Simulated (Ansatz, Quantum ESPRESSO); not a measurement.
# Mode couplings of Y (P6_3/mmc) in a second program

Wanted: phonons, linewidths and couplings of Y (P6_3/mmc) from a second program. The first relaxation steps of the session are not shown, so no cell shown is the starting entry, unless a step says so.

Calculated with Ansatz 0.2.0 and Quantum ESPRESSO 7.5; DFT PBE, scalar-relativistic, plane waves, PAW, in the first sound run; inputs show where later runs differ.

### Step 1. The cell after earlier relaxation steps

Symmetry: P6_3/mmc, No. 194, hexagonal system. Conventional cell: a = 3.661 Å, b = 3.661 Å, c = 5.667 Å, α = 90.00°, β = 90.00°, γ = 120.00°. Nearest to Y lie 12 Y at 3.53 to 3.66 Å.

As a file:

```cif
data_structure
_symmetry_space_group_name_H-M 'P6_3/mmc'
_symmetry_Int_Tables_number 194
_cell_length_a 3.6610
_cell_length_b 3.6610
_cell_length_c 5.6667
_cell_angle_alpha 90.000
_cell_angle_beta 90.000
_cell_angle_gamma 120.000
_cell_volume 65.78
loop_
_atom_site_label
_atom_site_type_symbol
_atom_site_symmetry_multiplicity
_atom_site_Wyckoff_symbol
_atom_site_fract_x
_atom_site_fract_y
_atom_site_fract_z
_atom_site_occupancy
Y1 Y 2 c 0.33333 0.66667 0.25000 1
```

### Step 2. Relaxing tightly for phonons

Phonons are second derivatives about the minimum, so the remaining forces must be small: the thresholds are tightened. Earlier relaxation steps are not shown.

Input file input.yaml:

```yaml
crystal:
  lattice:
    - [3.6609979984, 0.0, 0.0]
    - [-1.8304989992, 3.1705172698, 0.0]
    - [0.0, 0.0, 5.6667297389]
  atoms:
    - { symbol: "Y", position: [0.3333333333, 0.6666666667, 0.25] }
    - { symbol: "Y", position: [0.6666666667, 0.3333333333, 0.75] }
kpoints:
  mp_grid: { grid: [9, 9, 6] }
hamiltonian:
  xc: pbe
scf:
  occupations: { method: methfessel_paxton, width: 0.2 }
output:
  forces: true
  stress: true
  eigenvalues: true
relax:
  adjacent_minimum: "off"
  f_tol: 0.001
  max_steps: 60
  cell: { stress_tol: 0.01 }
```

Run with:

```sh
$ ansatz run input.yaml --threads 4 --pin off --max-ram 8192MiB --backend cpu --events-out ev --progress --plain --runs-dir out
```

Numbers of over 12 decimals in the logs are rounded to 6 here.

The log of the run:

```text
[the first part of the log is left out]
  E_hartree    = 389.812401
  E_xc         = -345.742055
  E_vxc        = -396.895238  (∫ρ·V_xc dr)
  E_paw        = -5650.717388  (= ΣΔE_a)
  E_vpaw       = -106.556077  (= ΣTr[D̂ρ^β])
  E_aug_tail   = 0.000007  (compensation charges beyond the density's cutoff)
  E_ewald      = -1570.698292
  E_smearing   = 0.000109  (= −TS)
  E_closure    = -0.000000  (closes the sum)
  Σ components = -7697.339121   (vs F -7697.339121, Δ=0.00e0)
--- Forces (eV/Å), atoms counted from 1 ---
  atom   1  Y     -0.00000000     0.00000000    -0.00000000
  atom   2  Y      0.00000000    -0.00000000     0.00000000
  max |Σ_I F_I| component: 9.25e-18 eV/Å
--- Stress (GPa, compression-positive) ---
        0.000214      -0.000000       0.000000
       -0.000000       0.000214       0.000000
        0.000000       0.000000       0.003117
  P = ⅓ Tr σ = 0.0012 GPa (0.012 kbar)
--- Band table (eV; the first three rows and the last of 48) ---
  k-point 0: bands = ["-33.3230", "-33.2456", "-13.6194", "-13.1440", "-13.1440", "-13.0488", "-13.0488", "-13.0071", "4.6862", "7.5066", "10.2938", "11.0634", "11.0634", "11.4694", "11.6923"]
  k-point 1: bands = ["-33.3178", "-33.2508", "-13.5806", "-13.1377", "-13.1377", "-13.0552", "-13.0552", "-13.0506", "4.8700", "7.3769", "10.1362", "10.9598", "10.9598", "11.2888", "11.5312"]
  k-point 2: bands = ["-33.3038", "-33.2651", "-13.4730", "-13.1673", "-13.1203", "-13.1203", "-13.0727", "-13.0727", "5.3886", "6.8970", "10.0443", "10.8343", "10.8777", "10.8777", "11.2164"]
  k-point 47: bands = ["-33.2467", "-33.2467", "-13.4937", "-13.4937", "-13.3429", "-13.3429", "-13.1086", "-13.1086", "8.9440", "8.9440", "8.9637", "8.9637", "9.7387", "9.7387", "12.1035"]
--- Relaxed structure (3 steps of the walk, 3 accepted, 1 SCFs on fresh bases) ---
  F+E_penalty+E_count = -7697.33912098 eV   max|allowed force component| = 7.980e-17 eV/Å   (the final SCF, on the basis selected at the relaxed cell)
  cell:  # Å, volume = 65.6941 Å³
    - [3.658240, 0, 0]
    - [-1.829120, 3.168129, 0]
    - [0, 0, 5.668279]
  atoms:
    - { symbol: Y, position: [0.333333, 0.666667, 0.25] }
    - { symbol: Y, position: [0.666667, 0.333333, 0.750000] }
```

Wall time 2.1 s (4 threads of Arm Neoverse V2, shared host); peak memory 0.37 GiB.

Little changed from the start: no atom moved by 0.005 Å and no cell edge by 0.1 %.

This step gave:

```yaml
pressure: 0.001181 GPa
volume_per_atom: 32.85 Å³
metallic_on_mesh: yes
gap_on_the_k_mesh: 0 eV
```

The largest force is now zero by symmetry and the largest stress component 0.0031 GPa.

### Step 3. Ground state with pw.x

ph.x needs a tightly converged ground state on the same k mesh; the cell is that of the step before.

This step: DFT PBE, scalar-relativistic, plane waves, GBRV ultrasoft pseudopotentials (Quantum ESPRESSO 7.5).

Input file pw.in:

```
 &control
    calculation='scf',
    prefix='x',
    outdir='./tmp',
    pseudo_dir='./pseudo',
    tprnfor=.true.,
    tstress=.true.,
 /
 &system
    ibrav=4,
    celldm(1)=6.91307223,
    celldm(3)=1.54945504,
    nat=2,
    ntyp=1,
    ecutwfc=45.0,
    ecutrho=360.0,
    occupations='smearing',
    smearing='fd',
    degauss=0.00734986,
    nbnd=21,
 /
 &electrons
    conv_thr=1.0d-11,
    mixing_beta=0.5,
 /
ATOMIC_SPECIES
 Y      88.9058  Y.upf
ATOMIC_POSITIONS crystal
 Y      0.333333333   0.666666667   0.250000000
 Y      0.666666667   0.333333333   0.750000000
K_POINTS automatic
 9 9 6 0 0 0
```

Run with:

```sh
$ OMP_NUM_THREADS=1 mpirun -n 4 pw.x -nk 4 -in pw.in > pw.x.log
```

The log of the run:

```text
Program PWSCF v.7.5

     This program is part of the open-source Quantum ESPRESSO suite
     for quantum simulation of materials; please cite
         "P. Giannozzi et al., J. Phys.:Condens. Matter 21 395502 (2009);
         "P. Giannozzi et al., J. Phys.:Condens. Matter 29 465901 (2017);
         "P. Giannozzi et al., J. Chem. Phys. 152 154105 (2020);
     in publications or presentations arising from this work. More details at

     G-vector sticks info
     --------------------
     sticks:   dense  smooth     PW     G-vecs:    dense   smooth      PW
     Sum        1177     595    187                51053    18075    2995

     Using Slab Decomposition

     bravais-lattice index     =            4
     lattice parameter (alat)  =       6.9131  a.u.
     unit-cell volume          =     443.3257 (a.u.)^3
     number of atoms/cell      =            2
     number of atomic types    =            1
     number of electrons       =        22.00
     number of Kohn-Sham states=           21
     kinetic-energy cutoff     =      45.0000  Ry
     charge density cutoff     =     360.0000  Ry
     scf convergence threshold =      1.0E-11
     mixing beta               =       0.5000
     number of iterations used =            8  plain     mixing
     Exchange-correlation=  SLA  PW   PBX  PBC
                           (   1   4   3   4   0   0   0)

     celldm(1)=   6.913072  celldm(2)=   0.000000  celldm(3)=   1.549455
     celldm(4)=   0.000000  celldm(5)=   0.000000  celldm(6)=   0.000000

     crystal axes: (cart. coord. in units of alat)
               a(1) = (   1.000000   0.000000   0.000000 )
               a(2) = (  -0.500000   0.866025   0.000000 )
               a(3) = (   0.000000   0.000000   1.549455 )

     reciprocal axes: (cart. coord. in units 2 pi/alat)
               b(1) = (  1.000000  0.577350 -0.000000 )
               b(2) = (  0.000000  1.154701  0.000000 )
               b(3) = (  0.000000 -0.000000  0.645388 )

     PseudoPot. # 1 for Y  read from file:
     ./pseudo/Y.upf
     Pseudo is Ultrasoft + core correction, Zval = 11.0
     Using radial grid of  885 points,  6 beta functions with:
                l(1) =   0
                l(2) =   0
                l(3) =   1
                l(4) =   1
                l(5) =   2
                l(6) =   2
     Q(r) pseudized with  8 coefficients,  rinner =    1.200   1.200   1.200
                                                       1.200   1.200

     atomic species   valence    mass     pseudopotential
     Y                11.00    88.90580     Y ( 1.00)

     24 Sym. Ops., with inversion, found (12 have fractional translation)

   Cartesian axes

     site n.     atom                  positions (alat units)
         1        Y      tau(   1) = (  -0.0000000   0.5773503   0.3873638  )
         2        Y      tau(   2) = (   0.5000000   0.2886751   1.1620913  )

     number of k points=    48  Fermi-Dirac smearing, width (Ry)=  0.0073
                       cart. coord. in units 2pi/alat
        k(    1) = (   0.0000000   0.0000000   0.0000000), wk =   0.0041152
        k(    2) = (   0.0000000   0.0000000   0.1075647), wk =   0.0082305
        k(    3) = (   0.0000000   0.0000000   0.2151294), wk =   0.0082305
        k(    4) = (   0.0000000   0.0000000  -0.3226941), wk =   0.0041152
        k(    5) = (   0.0000000   0.1283001   0.0000000), wk =   0.0246914
        k(    6) = (   0.0000000   0.1283001   0.1075647), wk =   0.0493827
        k(    7) = (   0.0000000   0.1283001   0.2151294), wk =   0.0493827
        k(    8) = (   0.0000000   0.1283001  -0.3226941), wk =   0.0246914
        k(    9) = (   0.0000000   0.2566001   0.0000000), wk =   0.0246914
        k(   10) = (   0.0000000   0.2566001   0.1075647), wk =   0.0493827
        k(   11) = (   0.0000000   0.2566001   0.2151294), wk =   0.0493827
        k(   12) = (   0.0000000   0.2566001  -0.3226941), wk =   0.0246914
        k(   13) = (   0.0000000   0.3849002   0.0000000), wk =   0.0246914
        k(   14) = (   0.0000000   0.3849002   0.1075647), wk =   0.0493827
        k(   15) = (   0.0000000   0.3849002   0.2151294), wk =   0.0493827
        k(   16) = (   0.0000000   0.3849002  -0.3226941), wk =   0.0246914
[...]
k(   41) = (   0.2222222   0.5132002   0.0000000), wk =   0.0493827
        k(   42) = (   0.2222222   0.5132002   0.1075647), wk =   0.0987654
        k(   43) = (   0.2222222   0.5132002   0.2151294), wk =   0.0987654
        k(   44) = (   0.2222222   0.5132002  -0.3226941), wk =   0.0493827
        k(   45) = (   0.3333333   0.5773503   0.0000000), wk =   0.0082305
        k(   46) = (   0.3333333   0.5773503   0.1075647), wk =   0.0164609
        k(   47) = (   0.3333333   0.5773503   0.2151294), wk =   0.0164609
        k(   48) = (   0.3333333   0.5773503  -0.3226941), wk =   0.0082305

     Dense  grid:    51053 G-vectors     FFT dimensions: (  45,  45,  72)

     Smooth grid:    18075 G-vectors     FFT dimensions: (  30,  30,  48)

     Check: negative core charge=   -0.000001

     Initial potential from superposition of free atoms

     starting charge      21.9911, renormalised to      22.0000
     Starting wfcs are   26 randomized atomic wfcs

     per-process dynamical memory:    39.5 Mb

     Self-consistent Calculation

     iteration #  1     ecut=    45.00 Ry     beta= 0.50
     Davidson diagonalization with overlap
     ethr =  1.00E-02,  avg # of iterations =  2.5

     Threshold (ethr) on eigenvalues was too large:
     Diagonalizing with lowered threshold

     Davidson diagonalization with overlap
     ethr =  4.49E-05,  avg # of iterations =  6.5

     total energy              =    -185.63623697 Ry
     estimated scf accuracy    <       0.01272194 Ry

     iteration #  2     ecut=    45.00 Ry     beta= 0.50
     Davidson diagonalization with overlap
     ethr =  5.78E-05,  avg # of iterations =  1.2

     total energy              =    -185.63706717 Ry
     estimated scf accuracy    <       0.00169775 Ry

     iteration #  3     ecut=    45.00 Ry     beta= 0.50
     Davidson diagonalization with overlap
     ethr =  7.72E-06,  avg # of iterations =  3.1

     total energy              =    -185.63736243 Ry
     estimated scf accuracy    <       0.00010810 Ry

     iteration #  4     ecut=    45.00 Ry     beta= 0.50
     Davidson diagonalization with overlap
     ethr =  4.91E-07,  avg # of iterations =  2.4

     total energy              =    -185.63738051 Ry
     estimated scf accuracy    <       0.00000884 Ry

     iteration #  5     ecut=    45.00 Ry     beta= 0.50
[...]
estimated scf accuracy    <       0.00000007 Ry

     iteration #  7     ecut=    45.00 Ry     beta= 0.50
     Davidson diagonalization with overlap
     ethr =  2.96E-10,  avg # of iterations =  2.7

     total energy              =    -185.63738267 Ry
     estimated scf accuracy    <          8.3E-10 Ry

     iteration #  8     ecut=    45.00 Ry     beta= 0.50
     Davidson diagonalization with overlap
     ethr =  3.77E-12,  avg # of iterations =  4.0

     total energy              =    -185.63738267 Ry
     estimated scf accuracy    <          2.8E-11 Ry

     iteration #  9     ecut=    45.00 Ry     beta= 0.50
     Davidson diagonalization with overlap
     ethr =  1.29E-13,  avg # of iterations =  3.6

     End of self-consistent calculation

          k = 0.0000 0.0000 0.0000 (  2273 PWs)   bands (ev):

   -33.1410 -33.0637 -13.4381 -12.9587 -12.9587 -12.8636 -12.8636 -12.8268
     4.8773   7.7015  10.4819  11.2617  11.2617  11.6656  11.8911  11.8911
    12.2500  12.2500  14.2144  14.2144  17.1700

          k = 0.0000 0.0000 0.1076 (  2285 PWs)   bands (ev):

   -33.1359 -33.0689 -13.3993 -12.9524 -12.9524 -12.8702 -12.8700 -12.8700
     5.0610   7.5711  10.3255  11.1576  11.1576  11.4847  11.7295  11.7295
    12.5561  12.5561  14.2990  14.2990  17.7733

          k = 0.0000 0.0000 0.2151 (  2279 PWs)   bands (ev):

   -33.1218 -33.0832 -13.2920 -12.9867 -12.9351 -12.9351 -12.8875 -12.8875
     5.5797   7.0894  10.2363  11.0297  11.0753  11.0753  11.4141  11.4141
    13.1991  13.1991  14.2803  14.2803  17.9835

          k = 0.0000 0.0000-0.3227 (  2254 PWs)   bands (ev):

   -33.1026 -33.1026 -13.1416 -13.1416 -12.9113 -12.9113 -12.9113 -12.9113
     6.3270   6.3270  10.5250  10.5250  11.1633  11.1633  11.1633  11.1633
    13.8690  13.8690  13.8690  13.8690  18.3601

          k = 0.0000 0.1283 0.0000 (  2277 PWs)   bands (ev):

   -33.1351 -33.0619 -13.4163 -13.0004 -12.9733 -12.9075 -12.8687 -12.8378
     5.1331   7.9360  10.2137  10.7356  11.5019  11.6207  11.9542  12.0181
    12.0438  12.1158  14.4019  14.7952  17.2337

          k = 0.0000 0.1283 0.1076 (  2285 PWs)   bands (ev):

   -33.1302 -33.0668 -13.3819 -12.9919 -12.9663 -12.9331 -12.8758 -12.8589
     5.3104   7.8080  10.0363  10.7435  11.3450  11.4906  11.5992  11.9013
    12.4396  12.5244  14.4372  14.6858  17.8148

          k = 0.0000 0.1283 0.2151 (  2268 PWs)   bands (ev):

   -33.1169 -33.0803 -13.2871 -13.0234 -12.9668 -12.9473 -12.8963 -12.8950
     5.8132   7.3134   9.9777  10.7578  10.9828  11.2456  11.3730  11.5929
    13.1106  13.1782  14.3110  14.4285  18.6196

          k = 0.0000 0.1283-0.3227 (  2252 PWs)   bands (ev):

   -33.0987 -33.0987 -13.1554 -13.1554 -12.9333 -12.9333 -12.9213 -12.9213
     6.5461   6.5461  10.3157  10.3157  11.0744  11.0744  11.3380  11.3380
    13.8160  13.8160  13.8864  13.8864  18.8730

          k = 0.0000 0.2566 0.0000 (  2269 PWs)   bands (ev):

[...]
12.6284  12.7540  14.7222  15.9528  17.0809

          k = 0.0000 0.2566 0.1076 (  2268 PWs)   bands (ev):

[...]
12.7319  12.8045  14.6591  15.4778  17.5603

          k = 0.0000 0.2566 0.2151 (  2264 PWs)   bands (ev):

[...]
13.1442  13.2756  14.3510  14.7961  18.2023

          k = 0.0000 0.2566-0.3227 (  2256 PWs)   bands (ev):

[...]
13.7813  13.7813  14.0035  14.0035  19.2463

          k = 0.0000 0.3849 0.0000 (  2257 PWs)   bands (ev):

[...]
13.4524  13.6717  14.9466  16.6726  17.1593

          k = 0.0000 0.3849 0.1076 (  2266 PWs)   bands (ev):

[...]
13.4727  13.5624  14.8031  16.0528  17.0047

          k = 0.0000 0.3849 0.2151 (  2253 PWs)   bands (ev):

[...]
13.6614  13.7188  14.4670  15.0925  17.4460

          k = 0.0000 0.3849-0.3227 (  2266 PWs)   bands (ev):

[...]
14.0689  14.0689  14.2228  14.2228  18.4447

          k = 0.0000 0.5132 0.0000 (  2266 PWs)   bands (ev):

[...]
k = 0.0000 0.5132 0.1076 (  2258 PWs)   bands (ev):

[...]
k = 0.0000 0.5132 0.2151 (  2245 PWs)   bands (ev):

[...]
k = 0.0000 0.5132-0.3227 (  2262 PWs)   bands (ev):

[...]
k = 0.1111 0.1925 0.0000 (  2273 PWs)   bands (ev):

[...]
k = 0.1111 0.1925-0.3227 (  2262 PWs)   bands (ev):

[...]
k = 0.1111 0.3208-0.3227 (  2260 PWs)   bands (ev):

[...]
k = 0.1111 0.4491-0.3227 (  2248 PWs)   bands (ev):

[...]
k = 0.1111 0.5774-0.3227 (  2258 PWs)   bands (ev):

[...]
k = 0.2222 0.3849 0.1076 (  2263 PWs)   bands (ev):

[...]
k = 0.2222 0.3849 0.2151 (  2263 PWs)   bands (ev):

[...]
k = 0.2222 0.3849-0.3227 (  2260 PWs)   bands (ev):

[...]
k = 0.2222 0.5132 0.0000 (  2247 PWs)   bands (ev):

[...]
14.3455  14.7379  15.1973  15.2795  15.8940

          k = 0.2222 0.5132 0.1076 (  2249 PWs)   bands (ev):

[...]
14.1138  14.6493  15.1291  15.3596  16.5745

          k = 0.2222 0.5132 0.2151 (  2250 PWs)   bands (ev):

[...]
14.0113  14.6681  15.3853  15.5216  17.1846

          k = 0.2222 0.5132-0.3227 (  2254 PWs)   bands (ev):

[...]
14.2732  14.2732  15.6301  15.6301  17.4428

          k = 0.3333 0.5774 0.0000 (  2244 PWs)   bands (ev):

   -33.0649 -33.0649 -13.2580 -13.1617 -13.1617 -13.0801 -13.0801 -13.0537
     8.8164   8.8380   8.8380   9.0590  10.6198  10.6198  11.9070  14.2364
    14.2364  14.6423  14.6423  14.6682  15.8364

          k = 0.3333 0.5774 0.1076 (  2241 PWs)   bands (ev):

   -33.0649 -33.0649 -13.2447 -13.2223 -13.2223 -13.0678 -13.0180 -13.0180
     8.8844   8.8972   8.8972   9.0845  10.4518  10.4518  11.8988  13.9508
    14.2285  14.2285  14.8947  14.8947  16.5403

          k = 0.3333 0.5774 0.2151 (  2256 PWs)   bands (ev):

   -33.0649 -33.0649 -13.2860 -13.2860 -13.2079 -13.1058 -12.9514 -12.9514
     9.0335   9.0479   9.0479   9.1350  10.1189  10.1189  11.9655  12.9983
    14.0841  14.0841  15.6649  15.6649  17.4600

          k = 0.3333 0.5774-0.3227 (  2268 PWs)   bands (ev):

   -33.0649 -33.0649 -13.3097 -13.3097 -13.1572 -13.1572 -12.9262 -12.9262
     9.1377   9.1377   9.1563   9.1563   9.9324   9.9324  12.3008  12.3008
    14.0020  14.0020  16.3367  16.3368  17.3070

     the Fermi energy is     9.5230 ev

!    total energy              =    -185.63738267 Ry
     estimated scf accuracy    <          3.8E-12 Ry
     smearing contrib. (-TS)   =      -0.00870258 Ry
     internal energy E=F+TS    =    -185.62868009 Ry

     The total energy is F=E-TS. E is the sum of the following terms:
     one-electron contribution =     -41.84513068 Ry
     hartree contribution      =      26.33297878 Ry
     xc contribution           =     -54.67233301 Ry
     ewald contribution        =    -115.44419518 Ry

     convergence has been achieved in   9 iterations

     Forces acting on atoms (cartesian axes, Ry/au):

     atom    1 type  1   force =     0.00000000    0.00000000    0.00000000
     atom    2 type  1   force =    -0.00000000   -0.00000000    0.00000000

     Total force =     0.000000     Total SCF correction =     0.000000

     Computing stress (Cartesian axis) and pressure

          total   stress  (Ry/bohr**3)                   (kbar)     P=        0.71
  -0.00000446   0.00000000   0.00000000           -0.66        0.00        0.00
   0.00000000  -0.00000446   0.00000000            0.00       -0.66        0.00
   0.00000000   0.00000000   0.00002345            0.00        0.00        3.45

     Writing all to output data dir ./tmp/x.save/ :
     XML data file, charge density, pseudopotentials, collected wavefunctions

   JOB DONE.
```

The job ended after 10 s (4 MPI ranks; 41 s of CPU time).

This step gave:

```
pressure : 0.07100 GPa
```

With these potentials, mesh and smearing the cell is at 0.071 GPa.

(Continued in part 2 of 2.)

[Logs are printed without paths, hosts, clocks, repeated set-up lines and the standing remarks that a program may print on its own settings, such as how far it seeks lower states.]

[Hosts, paths, dates, database ids (printed as entryN), source tags and the programs' standing remarks are cut or masked in the printed files.]
